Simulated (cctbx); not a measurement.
## A crystallographic session in cctbx: MnPb2

Library: cctbx 2025.11. The data are simulated by the first script.

## 1. Simulate the data

run.py:

```python
from cctbx import adptbx, crystal, miller, sgtbx, xray
from cctbx.array_family import flex
from iotbx.shelx import hklf
from scitbx import matrix
import scitbx.random

cs = crystal.symmetry(unit_cell=(3.398, 3.398, 6.266, 90, 90, 90), space_group_symbol='Hall: -P 4 2')  # P4/mmm
atoms = [  # label, site, U (iso, or U11 U22 U33 U12 U13 U23 in A^2), occupancy
    ("Pb1", (0.5, 0.5, 0.7226), (0.0063, 0.0063, 0.0109, 0.0000, -0.0000, 0.0000), 1),
    ("Mn1", (0, 0, 0), (0.0102, 0.0102, 0.0142, 0.0000, -0.0000, 0.0000), 1),
]
xs = xray.structure(crystal_symmetry=cs)
for label, site, u, occ in atoms:
    u = adptbx.u_cif_as_u_star(cs.unit_cell(), u) if isinstance(u, tuple) else u
    xs.add_scatterer(xray.scatterer(label, site=site, u=u, occupancy=occ))
xs.set_inelastic_form_factors(0.71073, "sasaki")
xs.show_summary()
p1 = xs.expand_to_p1()
ms = miller.build_set(p1, anomalous_flag=True, d_min=0.65)
flex.set_random_seed(548295)
scitbx.random.set_random_seed(548295)
ms = ms.select(flex.random_double(ms.size()) < 0.8)
i = ms.structure_factors_from_scatterers(p1, algorithm="direct").f_calc().as_intensity_array().data()
i = i / flex.sqrt(1 + 0.3 * i / flex.max(i))  # extinction
i = i * 40000 / flex.max(i)
sig = flex.sqrt(i + flex.pow2(0.02 * i) + 2 ** 2)
noise = scitbx.random.variate(scitbx.random.normal_distribution())(i.size())
data = ms.array(data=i + sig * noise, sigmas=sig).set_observation_type_xray_intensity()
with open("data.hkl", "w") as f:
    data.export_as_shelx_hklf(f)
print("reflections written:", data.size(), " <I/sigma> = %.1f" % flex.mean(data.data() / data.sigmas()))
for h, a, b in list(data.sort("data"))[:12]:
    print("%4d%4d%4d %9.1f %7.1f" % (h + (a, b)))
```

```console
$ python run.py
```

```text
Number of scatterers: 2
At special positions: 2
Unit cell: (3.398, 3.398, 6.266, 90, 90, 90)
Space group: P 4/m m m (No. 123)
reflections written: 874  <I/sigma> = 35.2
  -1   1   0   39796.9   824.6
   1  -1   0   39728.3   824.6
   1   1   0   38524.1   824.6
   0   1   2   36130.4   723.8
   1   0   2   35690.9   723.8
   0  -1  -2   35576.5   723.8
   0   1  -2   35413.2   723.8
  -1   0  -2   35360.5   723.8
   0  -1   2   35347.5   723.8
   1   0  -2   35330.8   723.8
  -1   0   2   35079.1   723.8
   2   0   0   32094.1   652.7
```

Run time: 0.46 s on 1 thread of Arm Neoverse N1, with other jobs on the host, peak memory 0.07 GiB.

## 2. Symmetry

run.py:

```python
from cctbx import crystal, sgtbx, statistics
from cctbx.array_family import flex
from iotbx.shelx import hklf

p1 = crystal.symmetry(unit_cell=(3.398, 3.398, 6.266, 90, 90, 90), space_group_symbol="P 1")
raw = hklf.reader(file_name="data.hkl").as_miller_arrays(crystal_symmetry=p1, anomalous=True)[0]
print(raw.size(), "reflections to d = %.3f A" % raw.d_min())
isig = raw.data() / raw.sigmas()
print("centring   violations  <I/sigma> of those")
best = "P"
for c in "ABCIRF":
    a = raw.customized_copy(space_group_info=sgtbx.space_group_info("Hall: %s 1" % c)).sys_absent_flags().data()
    m = flex.mean(isig.select(a))
    print("%5s %10d of %5d %8.1f" % (c, (isig.select(a) > 4).count(True), a.count(True), m))
    if (isig.select(a) > 4).count(True) < 0.01 * a.count(True):
        best = c
raw = raw.select(~raw.customized_copy(space_group_info=sgtbx.space_group_info("Hall: %s 1" % best)).sys_absent_flags().data())
isig = raw.data() / raw.sigmas()
rows = []
for s in sgtbx.space_group_symbol_iterator():
    g = sgtbx.space_group(s)
    if g.conventional_centring_type_symbol() != best or not g.is_compatible_unit_cell(p1.unit_cell(), 1e-3, 0.02):
        continue
    rows.append((s, g))
print("Laue class    unique    Rint  (classes that these axes allow; Friedel mates merged)")
rint = {}
for s, g in rows:
    laue = g.build_derived_patterson_group()
    key = laue.type().hall_symbol()
    if key not in rint:
        m = raw.customized_copy(space_group_info=laue.info(), anomalous_flag=False).merge_equivalents()
        rint[key] = m.r_int()
        print("%-14s %6d %7.3f" % (laue.type().lookup_symbol(), m.array().size(), m.r_int()))
floor = min(rint.values())
good = [(s, g) for s, g in rows if rint[g.build_derived_patterson_group().type().hall_symbol()] < 2 * floor + 0.03]
top = max(g.build_derived_patterson_group().order_z() for s, g in good)
print("space group    extra absences  I>4sigma  <I/sigma>")
for s, g in good:
    laue = g.build_derived_patterson_group()
    if laue.order_z() != top:
        continue
    a = raw.customized_copy(space_group_info=g.info()).sys_absent_flags().data()
    a &= ~raw.customized_copy(space_group_info=laue.info()).sys_absent_flags().data()
    bad = (isig.select(a) > 4).count(True)
    if bad <= 0.03 * a.count(True):
        print("%-16s %8d %10d %9s  %s" % (s.universal_hermann_mauguin(), a.count(True), bad, "%.1f" % flex.mean(isig.select(a)) if a.count(True) else "-", "centric" if g.is_centric() else "acentric"))
laue = max(good, key=lambda t: t[1].build_derived_patterson_group().order_z())[1].build_derived_patterson_group()
f = raw.customized_copy(space_group_info=laue.info(), anomalous_flag=False).merge_equivalents().array().eliminate_sys_absent().f_sq_as_f()
f.set_observation_type_xray_amplitude()
bins = max(3, min(8, f.size() // 12))
f.setup_binner(n_bins=bins)
w = statistics.wilson_plot(f, {e: n / laue.order_z() for e, n in {'Pb': 2.0, 'Mn': 1.0}.items()}, e_statistics=True)
print("Wilson B = %.2f A^2   <|E^2-1|> = %.3f (0.968 centric, 0.736 acentric)   E^2>4: %.1f %%" % (w.wilson_b, w.mean_e_sq_minus_1, w.percent_e_sq_gt_2))
print("shell (A)         n   <I/sigma>")
m = raw.customized_copy(space_group_info=laue.info(), anomalous_flag=False).merge_equivalents().array().eliminate_sys_absent()
for b in m.setup_binner(n_bins=bins).range_used():
    sel = m.binner().selection(b)
    print("%5.2f - %4.2f %6d %8.1f" % (min(m.binner().bin_d_range(b)[0] if m.binner().bin_d_range(b)[0] > 0 else 99, 99), m.binner().bin_d_range(b)[1], sel.count(True), flex.mean((m.data() / m.sigmas()).select(sel))))
```

```console
$ python run.py
```

```text
874 reflections to d = 0.652 A
centring   violations  <I/sigma> of those
    A        429 of   430     35.2
    B        428 of   429     35.6
    C        427 of   427     36.5
    I        445 of   446     34.0
    R        595 of   596     35.2
    F        642 of   643     35.8
Laue class    unique    Rint  (classes that these axes allow; Friedel mates merged)
P -1              521   0.013
P 1 2/m 1         310   0.014
P 1 1 2/m         296   0.015
P 2/m 1 1         308   0.015
P m m m           190   0.016
P 4/m             153   0.016
P 4/m m m         112   0.017
space group    extra absences  I>4sigma  <I/sigma>
P 4 2 2                 0          0         -  acentric
P 4 m m                 0          0         -  acentric
P -4 2 m                0          0         -  acentric
P -4 m 2                0          0         -  acentric
P 4/m m m               0          0         -  centric
Wilson B = 0.51 A^2   <|E^2-1|> = 0.580 (0.968 centric, 0.736 acentric)   E^2>4: 0.0 %
shell (A)         n   <I/sigma>
 6.27 - 1.30     21     86.3
 1.30 - 1.03     16     83.5
 1.03 - 0.90     11    105.1
 0.90 - 0.82     13     93.1
 0.82 - 0.76     16     86.9
 0.76 - 0.72     10     95.3
 0.72 - 0.68     12     97.6
 0.68 - 0.65     13     75.2
```

Time: 0.6 s.

## 3. Patterson map

run.py:

```python
from cctbx import crystal, maptbx
from iotbx.shelx import hklf

cs = crystal.symmetry(unit_cell=(3.398, 3.398, 6.266, 90, 90, 90), space_group_symbol='Hall: -P 4 2')  # P4/mmm
raw = hklf.reader(file_name="data.hkl").as_miller_arrays(crystal_symmetry=cs, anomalous=True)[0]
merged = raw.eliminate_sys_absent().merge_equivalents()
fo2 = merged.array().set_observation_type_xray_intensity()
f = fo2.average_bijvoet_mates().f_sq_as_f()
pm = f.patterson_map(symmetry_flags=maptbx.use_space_group_symmetry, sharpening=False, resolution_factor=0.25)
peaks = pm.peak_search(parameters=maptbx.peak_search_parameters(min_distance_sym_equiv=0.4, max_clusters=14)).all()
top = peaks.heights()[0]
print("Patterson group", f.patterson_symmetry().space_group_info())
print("      u       v       w   height  length (A)")
for x, h in zip(peaks.sites(), peaks.heights()):
    y = [t - round(t) for t in x]
    print("%7.3f %7.3f %7.3f %8.1f %8.2f" % (x + (1000 * h / top, cs.unit_cell().length(y))))
```

```console
$ python run.py
```

```text
Patterson group P 4/m m m
      u       v       w   height  length (A)
  0.000   0.000   0.000   1000.0     0.00
  0.000   0.000   0.453    490.4     2.84
  0.500   0.500   0.278    218.8     2.97
  0.170   0.170   0.081     19.3     0.96
  0.196   0.196   0.000     19.0     0.94
  0.000   0.280   0.000     18.9     0.95
  0.180   0.180   0.500     18.3     3.25
  0.000   0.213   0.102     16.9     0.96
  0.000   0.249   0.460     12.2     3.00
  0.244   0.396   0.500      7.6     3.51
  0.175   0.175   0.353      6.8     2.37
  0.116   0.254   0.225      5.7     1.70
  0.000   0.125   0.150      5.5     1.03
  0.108   0.399   0.139      4.0     1.65
```

Time: 0.46 s.

## 4. Charge flipping

run.py:

```python
import itertools
from cctbx import crystal, maptbx
from cctbx.array_family import flex
from iotbx.shelx import hklf
from smtbx.ab_initio import charge_flipping as cf

cs = crystal.symmetry(unit_cell=(3.398, 3.398, 6.266, 90, 90, 90), space_group_symbol='Hall: -P 4 2')  # P4/mmm
raw = hklf.reader(file_name="data.hkl").as_miller_arrays(crystal_symmetry=cs, anomalous=True)[0]
merged = raw.eliminate_sys_absent().merge_equivalents()
fo2 = merged.array().set_observation_type_xray_intensity()
f = fo2.average_bijvoet_mates().f_sq_as_f().resolution_filter(d_min=0.8)
p1 = f.expand_to_p1()
p1.setup_binner_counting_sorted(reflections_per_bin=max(40, p1.size() // 12))
work = p1.array(data=p1.data() / p1.amplitude_quasi_normalisations().data())
flex.set_random_seed(17589)
it = cf.weak_reflection_improved_iterator(delta=None, weak_reflection_fraction=0.3)
it.start(work, phases=flex.random_double(p1.size()) * 6.2832, f_000=0)
it.delta = 1 * it.rho_map.sigma()
print("cycle      R  skewness")
for n, st in enumerate(itertools.islice(it, 200)):
    if n % 16 == 0:
        print("%5d %6.3f %8.2f" % (n, st.r1_factor(), st.rho_map.skewness()))
rho = p1.phase_transfer(it.f_calc).fft_map().apply_volume_scaling()
polish = cf.low_density_elimination_iterator(constant_rho_c=rho.sigma())
polish.start(f_obs=p1, phases=it.f_calc, f_000=0)
for _ in range(8):
    next(polish)
print("origin shift          correlation  skewness")
maps = []
for fc, shift, cc in itertools.islice(cf.f_calc_symmetrisations(f, polish.f_calc, 0), 4):
    m = f.phase_transfer(fc).fft_map(symmetry_flags=maptbx.use_space_group_symmetry, resolution_factor=0.25).apply_sigma_scaling()
    maps.append((m.skewness(), cc, m))
    print("%6.3f %6.3f %6.3f %10.3f %9.2f" % (tuple(shift) + (cc, m.skewness())))
skew, cc, m = max((t for t in maps if t[1] > maps[0][1] - 0.04), key=lambda t: t[0])
print("taken: symmetry correlation %.3f, skewness %.2f" % (cc, skew))
peaks = m.peak_search(parameters=maptbx.peak_search_parameters(min_distance_sym_equiv=0.9, max_clusters=7)).all()
sps = cs.special_position_settings(min_distance_sym_equiv=0.5)
print("peak      x       y       z  mult  height/sigma")
for k, (x, h) in enumerate(zip(peaks.sites(), peaks.heights())):
    ss = sps.site_symmetry(x)
    print("Q%-3d %7.4f %7.4f %7.4f %4d %8.1f" % ((k + 1,) + tuple(t % 1 for t in ss.exact_site()) + (ss.multiplicity(), h)))
```

```console
$ python run.py
```

```text
cycle      R  skewness
    0  0.503     0.21
   16  0.385     1.40
   32  0.400     1.79
   48  0.433     1.62
   64  0.410     2.10
   80  0.429     2.57
   96  0.426     2.39
  112  0.415     2.46
  128  0.449     2.80
  144  0.423     2.58
  160  0.397     2.57
  176  0.452     2.56
  192  0.437     2.71
origin shift          correlation  skewness
-0.025  0.607  0.212      0.785      2.81
-0.024  0.614 -0.018      0.777      6.06
 0.197  0.748  0.009      0.751      0.13
 0.183  0.030  0.291      0.732      0.60
taken: symmetry correlation 0.777, skewness 6.06
peak      x       y       z  mult  height/sigma
Q1    0.0000  0.0000  0.5000    1     18.3
Q2    0.0000  0.0000  0.0000    1      6.0
Q3    0.1694  0.1694  0.3848    8      1.6
Q4    0.1635  0.1635  0.2097    8      1.6
Q5    0.0000  0.5000  0.1485    4      1.6
Q6    0.0000  0.5000  0.4012    4      1.5
Q7    0.5000  0.5000  0.1905    2      1.2
```

Time: 0.53 s.

## 5. Refinement (model from the peaks)

run.py:

```python
import math
from cctbx import adptbx, crystal, maptbx, sgtbx, xray
from cctbx.array_family import flex
from cctbx.xray import observations
from iotbx.shelx import hklf
from scitbx.lstbx import normal_eqns_solving
from smtbx import absolute_structure, utils
from smtbx.refinement import constraints, least_squares

cs = crystal.symmetry(unit_cell=(3.398, 3.398, 6.266, 90, 90, 90), space_group_symbol='Hall: -P 4 2')  # P4/mmm
atoms = [  # label, site, U (iso, or U11 U22 U33 U12 U13 U23 in A^2), occupancy
    ("Pb1", (0, 0, 0.5), 0.0200, 1),
    ("Mn1", (0, 0, 0), 0.0200, 1),
]
xs = xray.structure(crystal_symmetry=cs)
for label, site, u, occ in atoms:
    u = adptbx.u_cif_as_u_star(cs.unit_cell(), u) if isinstance(u, tuple) else u
    xs.add_scatterer(xray.scatterer(label, site=site, u=u, occupancy=occ))
xs.set_inelastic_form_factors(0.71073, "sasaki")
raw = hklf.reader(file_name="data.hkl").as_miller_arrays(crystal_symmetry=cs, anomalous=True)[0]
merged = raw.eliminate_sys_absent().merge_equivalents()
fo2 = merged.array().set_observation_type_xray_intensity()
print("Rint %.3f, %d unique reflections to %.2f A" % (merged.r_int(), fo2.size(), fo2.d_min()))
for sc in xs.scatterers():
    sc.flags.set_grad_site(True)
    sc.flags.set_grad_u_aniso(sc.flags.use_u_aniso())
    sc.flags.set_grad_u_iso(sc.flags.use_u_iso())
obs = fo2.as_xray_observations()
extra = {}
rep = constraints.reparametrisation(xs, [], utils.connectivity_table(xs), **extra)
ls = least_squares.crystallographic_ls(obs, rep, weighting_scheme=least_squares.mainstream_shelx_weighting(a=0, b=0))
print("cycle     R1     wR2    GooF  max shift (A)")
for cycle in range(6):
    ls.build_up()
    r1, wr2, goof = ls.r1_factor(cutoff_factor=2)[0], ls.wR2(), ls.goof()
    old = xs.sites_cart()
    normal_eqns_solving.levenberg_marquardt_iterations(ls, n_max_iterations=3, tau=0.0001, step_threshold=1e-7)
    big = flex.max((xs.sites_cart() - old).norms())
    print("%4d %7.4f %7.4f %7.3f %9.5f" % (cycle + 1, r1, wr2, goof, big))
    ls.build_up(objective_only=True)
    if abs(ls.wR2() - wr2) < 5e-5 and big < 5e-4:
        break
ls.build_up()
print("final R1 %.4f wR2 %.4f GooF %.3f  parameters %d  data/parameter %.1f" % (ls.r1_factor(cutoff_factor=2)[0], ls.wR2(), ls.goof(), ls.n_parameters, fo2.size() / ls.n_parameters))
cov = ls.covariance_matrix_and_annotations()
su = dict(zip(cov.annotations, (math.sqrt(max(v, 0)) for v in cov.matrix.matrix_packed_u_diagonal())))
a2 = cs.unit_cell().reciprocal_parameters()[0] ** -2
print("atom        x        y        z      Ueq    occ   su(xyz)  su(Uiso or U11)")
for sc in xs.scatterers():
    s = max(su.get(sc.label + k, 0) for k in (".x", ".y", ".z"))
    npd = "" if sc.is_positive_definite_u(cs.unit_cell()) else "  NPD"
    print("%-5s %8.5f %8.5f %8.5f %8.4f %6.3f %8.5f %7.4f%s" % ((sc.label,) + sc.site + (sc.u_iso_or_equiv(cs.unit_cell()), sc.occupancy, s, su.get(sc.label + ".uiso", su.get(sc.label + ".u11", 0) * a2), npd)))
fo = fo2.f_sq_as_f()
fc = fo.structure_factors_from_scatterers(xs, algorithm="direct").f_calc()
diff = fo.f_obs_minus_f_calc(1 / math.sqrt(ls.scale_factor()), fc).average_bijvoet_mates()
m = diff.fft_map(symmetry_flags=maptbx.use_space_group_symmetry, resolution_factor=0.25).apply_volume_scaling()
print("difference map: max %.2f min %.2f rms %.2f" % (m.statistics().max(), m.statistics().min(), m.statistics().sigma()))
peaks = m.peak_search(parameters=maptbx.peak_search_parameters(min_distance_sym_equiv=0.6, max_clusters=5)).all()
near = xs.closest_distances(peaks.sites(), distance_cutoff=4)
sps = cs.special_position_settings(min_distance_sym_equiv=0.5)
for k, (x, h) in enumerate(zip(peaks.sites(), peaks.heights())):
    ss = sps.site_symmetry(x)
    print("Q%-3d %7.4f %7.4f %7.4f %4d %7.2f  %.2f A from %s" % ((k + 1,) + tuple(t % 1 for t in ss.exact_site()) + (ss.multiplicity(), h, near.smallest_distances[k], xs.scatterers()[near.i_seqs[k]].label)))
```

```console
$ python run.py
```

```text
Rint 0.017, 112 unique reflections to 0.65 A
cycle     R1     wR2    GooF  max shift (A)
   1  0.8333  0.9810  96.289   0.00000
   2  0.7833  0.9620  94.423   0.00000
   3  0.7869  0.9649  94.716   0.00000
   4  0.7833  0.9620  94.423   0.00000
   5  0.7869  0.9649  94.716   0.00000
   6  0.7833  0.9620  94.423   0.00000
final R1 0.7869 wR2 0.9649 GooF 94.716  parameters 2  data/parameter 56.0
atom        x        y        z      Ueq    occ   su(xyz)  su(Uiso or U11)
Pb1    0.00000  0.00000  0.50000   0.0054  1.000  0.00000  0.0116
Mn1    0.00000  0.00000  0.00000   0.0008  1.000  0.00000  0.0267
difference map: max 1820.29 min -174.41 rms 66.72
Q1    0.0000  0.0000  0.5000    1 1820.29  0.00 A from Pb1
Q2    0.0000  0.0000  0.0598    2  704.61  0.37 A from Mn1
Q3    0.5000  0.5000  0.2199    2  284.49  2.77 A from Mn1
Q4    0.1561  0.1561  0.4078    8   63.71  0.95 A from Pb1
Q5    0.0000  0.2864  0.5000    4   60.90  0.97 A from Pb1
```

Time: 0.85 s.

Figures of merit this high mean that the model is still wrong or incomplete.

## 6. Charge flipping

run.py, as its changes from the last script of this kind:

```diff
@@ -13,3 +13,2 @@
-p1.setup_binner_counting_sorted(reflections_per_bin=max(40, p1.size() // 12))
-work = p1.array(data=p1.data() / p1.amplitude_quasi_normalisations().data())
-flex.set_random_seed(17589)
+work = p1
+flex.set_random_seed(17590)
@@ -20,2 +19,2 @@
-for n, st in enumerate(itertools.islice(it, 200)):
-    if n % 16 == 0:
+for n, st in enumerate(itertools.islice(it, 400)):
+    if n % 33 == 0:
```

```console
$ python run.py
```

```text
cycle      R  skewness
    0  0.501     0.16
   33  0.373     3.68
   66  0.360     3.59
   99  0.342     3.40
  132  0.349     3.43
  165  0.342     3.48
  198  0.356     3.76
  231  0.339     3.72
  264  0.356     3.87
  297  0.341     3.99
  330  0.334     3.83
  363  0.366     3.70
  396  0.357     3.70
origin shift          correlation  skewness
 0.050  0.713  0.399      0.798      0.60
 0.049  0.716  0.142      0.791      0.94
 0.360  0.730  0.397      0.740      2.37
 0.128  0.350  0.329      0.708      3.22
taken: symmetry correlation 0.791, skewness 0.94
peak      x       y       z  mult  height/sigma
Q1    0.0000  0.5000  0.3642    4      4.8
Q2    0.2833  0.5000  0.0000    4      2.5
Q3    0.3125  0.5000  0.5000    4      2.4
Q4    0.0000  0.5000  0.0981    4      2.3
Q5    0.2029  0.2029  0.5000    4      2.1
Q6    0.0000  0.0000  0.4126    2      1.2
Q7    0.1927  0.1927  0.0000    4      1.1
```

It took 0.58 s on 1 thread of Arm Neoverse N1 (shared host), peak memory 0.07 GiB.

[Logs are printed without paths, hosts, clocks, repeated set-up lines and the standing remarks that a program may print on its own settings, such as how far it seeks lower states.]
